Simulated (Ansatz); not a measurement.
Two G0W0 runs on Y2CF2 (MXene monolayer).

The cell holds 5 atoms: 1 C, 2 Y and 2 F. Cell: a = 3.555 Å, b = 3.555 Å, c = 33.400 Å, α = 90.0°, β = 90.0°, γ = 120.0°. It derives from C1F2Y2. Vacuum lies along c.

```
C Y F
1.0
     3.55459    0.00000    0.00000
    -1.77730    3.07837    0.00000
     0.00000    0.00000   33.40000
C Y F
1 2 2
Cartesian
  0.0000 0.0000 16.7000
  0.0000 2.0522 18.0712
  1.7773 1.0261 15.3288
  1.7773 1.0261 19.2470
  0.0000 2.0522 14.1530
```

The structure was relaxed with PBE-D3(BJ). The runs that relaxed it are not among those shown. PAW set soft_2, made with PBE.

The first (Ansatz 0.2.0; start PBE, 6×6×1 mesh, 293 empty bands, screening to 50 eV; 4 threads of Arm Neoverse V1, shared host) gave, on its mesh: starting gap 1.11 eV, G0W0 gap 1.96 eV, mean of 1 + 4πα/V (set by the cell height) 2.35, 73 s.

The second gave: starting gap 1.11 eV, G0W0 gap 1.86 eV, mean of 1 + 4πα/V (set by the cell height) 2.34, 26 s.

**Question.** What was changed in the input? Choose among start, files, mesh, bands and cutoff, frequency model or another key.

Changed: empty bands from 293 to 122 and screening cutoff (eV) from 50.0 to 28. The starting gap stayed, which rules out the functional and points to the GW step. Other changes could give like numbers; this is the one that was made.

Limits: not at the basis limit; coarse mesh for a sheet; no spin-orbit coupling.

[Paths, hosts, dates, memory and timing lines, banners, echoed tables and standing remarks are left out of the program output.]

[Logs are printed without paths, hosts, clocks, repeated set-up lines and the standing remarks that a program may print on its own settings, such as how far it seeks lower states.]

[Runs of the session that timed out or met a known fault of the program may be left out.]

[Cells called generated may have been cut or substituted from an entry of the Crystallography Open Database or the Materials Project.]

[Hosts, paths, dates, database ids (printed as entryN), source tags and the programs' standing remarks are cut or masked in the printed files.]
